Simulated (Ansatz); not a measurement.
# What LiZnF3 (model cell, started as cubic perovskite with Zn in the octahedra) distorts into

Aim: this structure of LiZnF3 (model cell, started as cubic perovskite with Zn in the octahedra) is to be tested for unstable modes, and one is followed downhill.

Main program and level: Ansatz 0.2.0; DFT PBEsol, scalar-relativistic, plane waves, PAW; PAW set soft_1.

This is a report of a sequence of runs, with most program output left out.

The structure was built from a prototype and need not be the compound's stable phase.

### 1. Starting point

Symmetry: Pm-3m, No. 221, cubic system. Conventional cell: a = 3.968 Å, b = 3.968 Å, c = 3.968 Å, α = 90.00°, β = 90.00°, γ = 90.00°. Nearest to Li lie 12 F at 2.81 Å. Nearest to Zn lie 6 F at 1.98 Å. Nearest to F lie 2 Zn at 1.98 Å. Farther neighbours and most contacts between anions are not listed.

### 2. Phonons on a q mesh

The cell comes from relaxations at this level that are not shown. Stability and thermal properties need the whole zone. Linear response on a 4×4×4 q mesh gives force constants as far as a supercell of that size would, and the tensors from the zone-centre run are typed in so that the long-range dipole term is interpolated apart.

input.yaml

```yaml
crystal:
  lattice:
    - [3.9677040432, 0.0, 0.0]
    - [0.0, 3.9677040432, 0.0]
    - [0.0, 0.0, 3.9677040432]
  atoms:
    - { symbol: Li, position: [0.0, 0.0, 0.0] }
    - { symbol: Zn, position: [0.5, 0.5, 0.5] }
    - { symbol: F, position: [0.5, 0.5, 0.0] }
    - { symbol: F, position: [0.5, 0.0, 0.5] }
    - { symbol: F, position: [0.0, 0.5, 0.5] }
kpoints:
  mp_grid: { grid: [8, 8, 8] }
hamiltonian:
  xc: pbesol
  pseudopotentials: { kind: paw, azcp: { folder: soft_1 }, xc_functional: pbe }
scf:
  occupations: { method: fixed }
output:
  eigenvalues: true
phonons:
  method: dfpt
  qmesh: [4, 4, 4]
  temperatures: { t_max: 1000, t_step: 50 }
  qpath:
    path:
      - [[0.0, 0.0, 0.0], [0.0, 0.5, 0.0], [0.5, 0.5, 0.0], [0.0, 0.0, 0.0], [0.5, 0.5, 0.5], [0.0, 0.5, 0.0]]
      - [[0.5, 0.5, 0.5], [0.5, 0.5, 0.0]]
    npoints: 10
  non_analytic_term:
    high_frequency_dielectric_tensor: [[2.29, 0.0, 0.0], [0.0, 2.29, 0.0], [0.0, 0.0, 2.29]]
    born_effective_charges:
      - { species: Li, tensor: [[1.2076, 0.0, 0.0], [0.0, 1.2076, 0.0], [0.0, 0.0, 1.2076]] }
      - { species: Zn, tensor: [[2.2074, 0.0, 0.0], [0.0, 2.2074, 0.0], [0.0, 0.0, 2.2074]] }
      - { species: F, tensor: [[-0.8576, 0.0, 0.0], [0.0, -0.8576, 0.0], [0.0, 0.0, -1.6999]] }
      - { species: F, tensor: [[-0.8576, 0.0, 0.0], [0.0, -1.6999, 0.0], [0.0, 0.0, -0.8576]] }
      - { species: F, tensor: [[-1.6999, 0.0, 0.0], [0.0, -0.8576, 0.0], [0.0, 0.0, -0.8576]] }
    source: "zone-centre run at this cell"
```

The run is started by

```sh
$ ansatz run input.yaml --threads 4 --pin off --max-ram 16384MiB --backend cpu --events-out ev --progress --plain --runs-dir out
```

Wall time 6.4 min (4 threads of Intel Xeon Platinum 8375C at 2.90GHz (Ice Lake), shared host); peak memory 2 GiB.

Numbers from this step:

```
gap on the k-mesh                                       : 3.080 eV
volume per atom                                         : 12.49 Å³
sum-rule residual before enforcement                    : 2.63e-4 eV/Å²
lowest frequency on the path                            : -231.1 cm⁻¹
point group                                             : m-3m
highest frequency on the path or at a solved wavevector : 578.8 cm⁻¹
highest optical mode at the zone centre (no LO-TO term) : 489.0 cm⁻¹
lowest optical zone-centre mode                         : -231.1 cm⁻¹
lowest mode on the q mesh (acoustic modes at Γ apart)   : -231.1 cm⁻¹
```

Frequencies (cm⁻¹) solved at each irreducible wavevector; negative means imaginary. Frequencies by wavevector, by row:

```csv
q in reciprocal lattice units,star,mode 1,mode 2,mode 3,mode 4,mode 13,mode 14,mode 15
0 0 0,1,-231.1,-231.1,-231.1,-40.2,489,489,489
0 0 0.25,6,-223.7,-223.7,-45.5,-45.5,487.6,487.6,549
0 0 -0.5,3,-215.3,-215.3,-58.9,-58.9,486.1,486.1,520.2
0 0.25 0.25,12,-220.2,-214.8,-118.6,-103.2,433.4,486.2,559.9
0 0.25 -0.5,12,-212.6,-204,-158.3,-122.1,405.1,484.8,548.3
0 -0.5 -0.5,3,-208.1,-208.1,-189.2,-161.1,350.4,483.6,545.7
0.25 0.25 0.25,8,-219.1,-219.1,-123.9,-116.7,431.9,431.9,572.5
0.25 0.25 -0.5,12,-218.2,-201.1,-184.2,-134.4,391.1,430.3,568.9
0.25 -0.5 -0.5,6,-212.2,-212.2,-206.7,-161.5,350.1,412.8,571.6
-0.5 -0.5 -0.5,1,-220.2,-220.2,-220.2,-161.8,349.8,349.8,578.8
```

Interpolated from a 4×4×4 q mesh, with the LO-TO term (at Γ the limit along the path; where Γ stands inside the path, tables give the limit on arrival). Phonon branches along the path, in cm⁻¹:

| point | branch 1 | branch 2 | branch 3 | branch 4 | branch 12 | branch 13 | branch 14 | branch 15 |
| --- | --- | --- | --- | --- | --- | --- | --- | --- |
| Γ | -231 | -231 | -40 | -40 | 239 | 489 | 489 | 571 |
| halfway | -224 | -224 | -45 | -45 | 255 | 488 | 488 | 549 |
| X | -215 | -215 | -59 | -59 | 291 | 486 | 486 | 520 |
| halfway | -213 | -204 | -158 | -122 | 300 | 405 | 485 | 548 |
| M | -208 | -208 | -189 | -161 | 310 | 350 | 484 | 546 |
| halfway | -220 | -215 | -119 | -103 | 270 | 433 | 486 | 560 |
| Γ | -231 | -231 | -40 | -40 | 239 | 489 | 489 | 571 |
| halfway | -219 | -219 | -124 | -117 | 280 | 432 | 432 | 572 |
| R | -220 | -220 | -220 | -162 | 264 | 350 | 350 | 579 |
| halfway | -218 | -201 | -184 | -134 | 296 | 391 | 430 | 569 |
| X | -215 | -215 | -59 | -59 | 291 | 486 | 486 | 520 |
| jump to R | -220 | -220 | -220 | -162 | 264 | 350 | 350 | 579 |
| halfway | -212 | -212 | -207 | -162 | 294 | 350 | 413 | 572 |
| M | -208 | -208 | -189 | -161 | 310 | 350 | 484 | 546 |

Symmetry leaves 10 wavevectors to solve. The lowest mode among them, the acoustic zeros apart, lies at Γ and is imaginary, 231.1i cm⁻¹, so the energy falls along it.

### 3. The mode frozen in, largest atomic shift 0 Å

The mode followed lies at Γ with frequency 231.1i cm⁻¹ and is 3-fold degenerate, the softest among the wavevectors solved. At small amplitude the distorted cell has space group no. 160 by a symmetry search on the positions. The undistorted cell that holds it gives the zero of energy on the same k mesh.

input.yaml, the sections that differ from step 2:

```yaml
scf:
  occupations: { method: gaussian, width: 0.02 }
output:
  forces: true
  stress: true
  eigenvalues: true
# crystal, kpoints, hamiltonian: as in step 2
# phonons: removed
```

It took 0.99 s on 4 threads; peak memory 0.43 GiB.

Numbers from this step:

```
pressure                         : -0.006940 GPa
energy from the undistorted cell : 0 meV/atom
```

At this level the gap is 3.08 eV on the k-mesh of the self-consistent run, which can miss the band edges.

### 4. The mode frozen in, largest atomic shift 0.6 Å

The atoms are moved along the unstable eigenvector, the largest shift by 0.6 Å, with the cell fixed.

input.yaml, the sections that differ from step 3:

```yaml
crystal:
  lattice:
    - [3.9677040432, 0.0, 0.0]
    - [0.0, 3.9677040432, 0.0]
    - [0.0, 0.0, 3.9677040432]
  atoms:
    - { symbol: Li, position: [-0.0873074599, 0.0873074599, 0.0873074599] }
    - { symbol: Zn, position: [0.4977009276, 0.5022990724, 0.5022990724] }
    - { symbol: F, position: [0.518911158, 0.481088842, -0.001982457] }
    - { symbol: F, position: [0.518911158, -0.001982457, 0.481088842] }
    - { symbol: F, position: [0.001982457, 0.481088842, 0.481088842] }
# kpoints, hamiltonian, scf, output: as in step 3
```

It took 2.3 s on 4 threads; peak memory 0.48 GiB.

This step gave:

```
pressure                         : 0.5567 GPa
gap on the k-mesh                : 3.340 eV
energy from the undistorted cell : -54.67 meV/atom
```

The energy, extrapolated to zero smearing, is -54.67 meV/atom against the undistorted cell.

The run ends at a pressure of 0.56 GPa, with forces up to 0.58 eV/Å.

### 5. Energy along the mode, all amplitudes (two of the runs are shown above)

An imaginary frequency means negative curvature, so the energy should fall and then rise again as anharmonic terms take over.

This step gave:

```yaml
depth_at_the_lowest_point_sampled: 54.67 meV/atom
largest_atomic_shift_at_that_point: 0.6 Å
```

The energy from the parent by largest atomic shift:

```csv
largest atomic shift (Å),energy from the parent (meV/atom)
0.000,0
0.040,-0.276
0.080,-1.10
0.140,-3.36
0.220,-8.24
0.320,-17.2
0.450,-32.8
0.600,-54.7
```

Displacement at unit largest shift by atom:

```
atom   x (Å)   y (Å)   z (Å)   size
 Li1  -0.577   0.577   0.577  0.999
 Zn2  -0.015   0.015   0.015  0.026
  F3   0.125  -0.125  -0.013  0.177
  F4   0.125  -0.013  -0.125  0.177
  F5   0.013  -0.125  -0.125  0.177
```

The lowest of the steps tried is the last one, at 0.6 Å, 54.7 meV/atom below the parent; the bottom of the well need not coincide with a step.

### 6. Relaxation from the frozen mode

Starting from the lowest point found, all atoms and the cell are let go, so that strain and other modes of the same symmetry can join in.

input.yaml: that of step 4 with these lines changed.

```diff
@@ -17,3 +17,3 @@
 scf:
-  occupations: { method: gaussian, width: 0.02 }
+  occupations: { method: fixed }
 output:
@@ -22 +22,10 @@
   eigenvalues: true
+  write_density: true
+  write_potential: true
+  elf: true
+  volumetric_format: npy
+relax:
+  adjacent_minimum: "off"
+  f_tol: 0.002
+  max_steps: 120
+  cell: { stress_tol: 0.03 }
```

Elapsed: 30 s, on 4 threads; peak memory 0.54 GiB; 1.9 min of CPU time.

Step by step:

```
step  energy less that of the first step (eV)  largest force component (eV/Å)  pressure (GPa)  volume (Å³)
   1                                   0.0000                          0.3337            0.56        62.46
   2                                  -0.0836                          0.3295           -0.04        63.14
   3                                  -0.2295                          0.2530            1.15        63.20
   4                                  -0.2219                          0.3349            0.42        65.61
   5                                  -0.2566                          0.1471           -0.12        64.82
   6                                  -0.2618                          0.0232           -0.03        64.84
   7                                  -0.2618                          0.0138           -0.10        64.85
   8                                  -0.2622                          0.0021            0.06        64.74
   9                                  -0.2620                          0.0017           -0.01        64.79
 10*                                  -0.2716                          0.0022            0.24        64.79
  11                                  -0.2715                          0.0012            0.03        65.02
  12                                  -0.2714                          0.0003            0.00        65.06
 13*                                  -0.2722                          0.0003            0.00        65.06
```

Relaxation steps marked * repeat the geometry before them on a plane-wave basis chosen anew for their cell, so energy and pressure can jump there. Relaxation step 4 was tried and not accepted.

The run keeps the 6 symmetry operations that it works with, so distortions that break them were not tested.

```csv
"conventional cell, symmetrised",before,after,change
a (Å),5.611,5.598,-0.2 %
b (Å),5.611,5.598,-0.2 %
c (Å),6.872,7.193,+4.7 %
volume (Å³/atom),12.49,13.01,+4.2 %
```

The atoms that moved most (Å, as changes of fractional coordinates times the final cell):

```csv
atom,dx,dy,dz,length
Li1,-0.231,0.231,0.231,0.400
F5,0.037,-0.100,-0.100,0.146
F4,0.100,-0.037,-0.100,0.146
F3,0.100,-0.100,-0.037,0.146
Zn2,-0.006,0.006,0.006,0.011
```

Final coordinates:

```xyz
5
Lattice="4.0230 -0.0649 -0.0649 -0.0649 4.0230 0.0649 -0.0649 0.0649 4.0230" Properties=species:S:1:pos:R:3 pbc="T T T"
Li   -0.5936    0.5936    0.5936
Zn    1.9308    2.0273    2.0273
F     2.1567    1.8014   -0.0472
F     2.1567   -0.0472    1.8014
F    -0.0177    1.8663    1.8663
```

This step gave:

| Item | Value |
| --- | --- |
| pressure | 0.002315 GPa |
| gap on the k-mesh | 3.780 eV |
| volume per atom | 13.01 Å³ |

Valence density in the ac plane at fractional y = 0.457, with atoms of Zn and F within 0.2 Å of it. It is the smooth field of the valence electrons, not physical close to the nuclei.

Values in e/Å³, 14 rows by 14 columns, each cell a mean:
```
 0  0  0  0  0  1  5  9  8  4  1  0  0  0
 0  0  0  0  0  1  2  4  3  2  0  0  0  0
 0  0  0  0  0  0  1  1  1  0  0  0  0  0
 0  0  0  0  0  0  0  1  0  0  0  0  0  0
 1  1  0  0  0  1  2  2  1  0  0  0  0  1
 3  2  1  0  1  2  7 10  4  1  0  0  1  2
10  7  2  1  1  3 18 26  8  2  0  1  2  6
13  8  2  1  1  2 11 15  5  1  0  1  3  8
 6  4  1  0  0  1  2  2  1  0  0  0  2  4
 2  1  1  0  0  0  1  1  0  0  0  0  1  1
 0  0  0  0  0  0  0  0  0  0  0  0  0  0
 0  0  0  0  0  0  1  1  1  1  0  0  0  0
 0  0  0  0  0  1  3  6  6  3  1  0  0  0
 0  0  0  0  0  1  5 11 10  5  1  0  0  0
```
Columns run along a (4.0 Å), rows up along c (4.0 Å). Atoms in or near the plane, at fractional coordinates: Zn at (0.50, 0.50), F at (0.54, 0.99), F at (0.01, 0.46).

ELF in the ac plane at fractional y = 0.457, with atoms of Zn and F within 0.2 Å of it. It is the smooth field of the valence electrons, not physical close to the nuclei.

Ten even steps from '_' (0.00) to '@' (0.80), each cell a mean:
```
______::**@@@@%%%%@@@@**..__
________==##@@@@@@@@##--____
....____..--++****++::______
++==..____..........____..--
@@%%++......____....__..++%%
@@@@%%--..________....::%%@@
##%%@@==..__________..==@@@@
**%%@@==..________....++@@%%
@@@@%%==....____......==@@@@
@@@@##::__..........__::##@@
##**--____..::------..__--**
--::____..==##%%%%##==..__..
________==%%@@@@@@@@%%==____
______..**@@@@####@@@@**..__
```
Columns run along a (4.0 Å), rows up along c (4.0 Å). Atoms in or near the plane, at fractional coordinates: Zn at (0.50, 0.50), F at (0.54, 0.99), F at (0.01, 0.46).

Electrostatic potential energy in the ac plane at fractional y = 0.457, with atoms of Zn and F within 0.2 Å of it. With pseudopotentials it is smooth inside the atoms' cores, unlike the true potential.

Ten even steps from '0' (-53 eV) to '9' (8 eV), each cell a mean:
```
99999831248999
99999963469999
99999998899999
99999877889999
99998532469999
45896300148986
12685100037952
12586200048952
23797522469963
67999866789997
99999999999999
99999987789999
99999953359999
99999831138999
```
Columns run along a (4.0 Å; values clipped at the 3rd and 97th percentile), rows up along c (4.0 Å). Atoms in or near the plane, at fractional coordinates: Zn at (0.50, 0.50), F at (0.54, 0.99), F at (0.01, 0.46).

The distorted start has space group R3m; the relaxation ends in R3m.

### 7. The new phase in its own primitive cell

The relaxed structure is symmetrised, reduced to its primitive cell and relaxed tightly, as its phonons need.

input.yaml

```yaml
crystal:
  lattice:
    - [2.7987639992, 1.6158671483, 2.3976424185]
    - [-2.7987639992, 1.6158671483, 2.3976424185]
    - [0.0, -3.2317342966, 2.3976424185]
  atoms:
    - { symbol: Li, position: [0.8570633042, 0.8570633042, 0.8570633042] }
    - { symbol: Zn, position: [0.4962048287, 0.4962048287, 0.4962048287] }
    - { symbol: F, position: [0.5432966063, 0.0103368953, 0.5432966063] }
    - { symbol: F, position: [0.0103368953, 0.5432966063, 0.5432966063] }
    - { symbol: F, position: [0.5432966063, 0.5432966063, 0.0103368953] }
kpoints:
  mp_grid: { grid: [6, 6, 6] }
hamiltonian:
  xc: pbesol
  pseudopotentials: { kind: paw, azcp: { folder: soft_1 }, xc_functional: pbe }
scf:
  occupations: { method: fixed }
output:
  forces: true
  stress: true
  eigenvalues: true
relax:
  adjacent_minimum: "off"
  f_tol: 0.001
  max_steps: 60
  cell: { stress_tol: 0.01 }
```

Run time: 4.8 s. Hardware: 4 threads; peak memory 0.48 GiB.

Little changed from the start: no atom moved by 0.005 Å and no cell edge by 0.1 %.

This step gave:

```
pressure           : -5.09e-4 GPa
gap on the k-mesh  : 3.779 eV
direct gap on mesh : 5.276 eV
```

The largest force component left is 0.72 meV/Å and the pressure is -0.001 GPa, within the tolerances set. The cell now holds 13.01 Å³/atom.

(Part 1 of 2 ends here.)

[Logs are printed without paths, hosts, clocks, repeated set-up lines and the standing remarks that a program may print on its own settings, such as how far it seeks lower states.]

[Hosts, paths, dates, database ids (printed as entryN), source tags and the programs' standing remarks are cut or masked in the printed files.]
